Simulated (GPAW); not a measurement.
The Ga K edge of atom 3 in LaGaO3 (R-3c), with 6 O at 1.98 Å (octahedral, site symmetry -3), was computed in 2 ways: full core hole (charged cell) and no core hole. Program and functional: GPAW, LDA, without spin-orbit coupling, Gaussian full width 1.82 eV up to 4 eV, rising linearly to 3.5 eV at 25 eV; cells of 10 atoms.

Each run is counted from its own lowest empty level or Fermi level and scaled to a mean of 1 over its first 20 eV.

| E (eV) | run 1 | run 2 |
| --- | --- | --- |
| -2.0 | 0.00 | 0.00 |
| -1.4 | 0.00 | 0.00 |
| -0.8 | 0.00 | 0.00 |
| -0.2 | 0.01 | 0.01 |
| 0.4 | 0.04 | 0.02 |
| 1.0 | 0.08 | 0.04 |
| 1.6 | 0.13 | 0.07 |
| 2.2 | 0.22 | 0.14 |
| 2.8 | 0.30 | 0.25 |
| 3.4 | 0.34 | 0.43 |
| 4.0 | 0.32 | 0.66 |
| 4.6 | 0.27 | 0.79 |
| 5.2 | 0.24 | 0.74 |
| 5.8 | 0.31 | 0.71 |
| 6.4 | 0.62 | 1.00 |
| 7.0 | 1.19 | 1.80 |
| 7.6 | 1.87 | 2.98 |
| 8.2 | 2.46 | 3.89 |
| 8.8 | 2.86 | 3.91 |
| 9.4 | 3.01 | 3.12 |
| 10.0 | 2.88 | 2.14 |
| 10.6 | 2.52 | 1.45 |
| 11.2 | 2.06 | 1.11 |
| 11.8 | 1.57 | 0.93 |
| 12.4 | 1.15 | 0.77 |
| 13.0 | 0.84 | 0.60 |
| 13.6 | 0.66 | 0.47 |
| 14.2 | 0.57 | 0.39 |
| 14.8 | 0.56 | 0.36 |
| 15.4 | 0.61 | 0.35 |
| 16.0 | 0.70 | 0.38 |
| 16.6 | 0.77 | 0.45 |
| 17.2 | 0.81 | 0.53 |
| 17.8 | 0.80 | 0.60 |
| 18.4 | 0.77 | 0.65 |
| 19.0 | 0.74 | 0.65 |
| 19.6 | 0.72 | 0.63 |
| 20.2 | 0.73 | 0.60 |
| 20.8 | 0.76 | 0.59 |
| 21.4 | 0.81 | 0.59 |
| 22.0 | 0.85 | 0.63 |
| 22.6 | 0.88 | 0.67 |
| 23.2 | 0.90 | 0.71 |
| 23.8 | 0.89 | 0.74 |
| 24.4 | 0.88 | 0.76 |
| 25.0 | 0.86 | 0.76 |
| 25.6 | 0.87 | 0.74 |
| 26.2 | 0.89 | 0.72 |
| 26.8 | 0.91 | 0.70 |
| 27.4 | 0.91 | 0.68 |

**Question.** Which run is which?

Run 1: no core hole (area from −2 to 6 eV 1.3, main maxima 3.4 eV (0.34), 9.4 eV (3.01) and 17.4 eV (0.81)). Run 2: full core hole (charged cell) (area from −2 to 6 eV 2.2, main maxima 4.6 eV (0.79), 8.6 eV (4.02) and 24.6 eV (0.76)). With each curve scaled to its own mean, the area from −2 to 6 eV with the hole is 2.2 against 1.3, and the centre of weight from −1 to 20 eV moves by -1.1 eV: the hole pulls the absorber's empty states down.

[Hosts, paths, dates, database ids (printed as entryN), source tags and the programs' standing remarks are cut or masked in the printed files.]

[Lists of maxima count a maximum above −3 eV only where it reaches 4 % of the highest in the window and stands out from its surroundings by 2 % of it (1.5 % where it reaches 55 %); shoulders and weaker maxima are passed over, and of the rest the first, up to two pre-edge ones and the few strongest are named.]
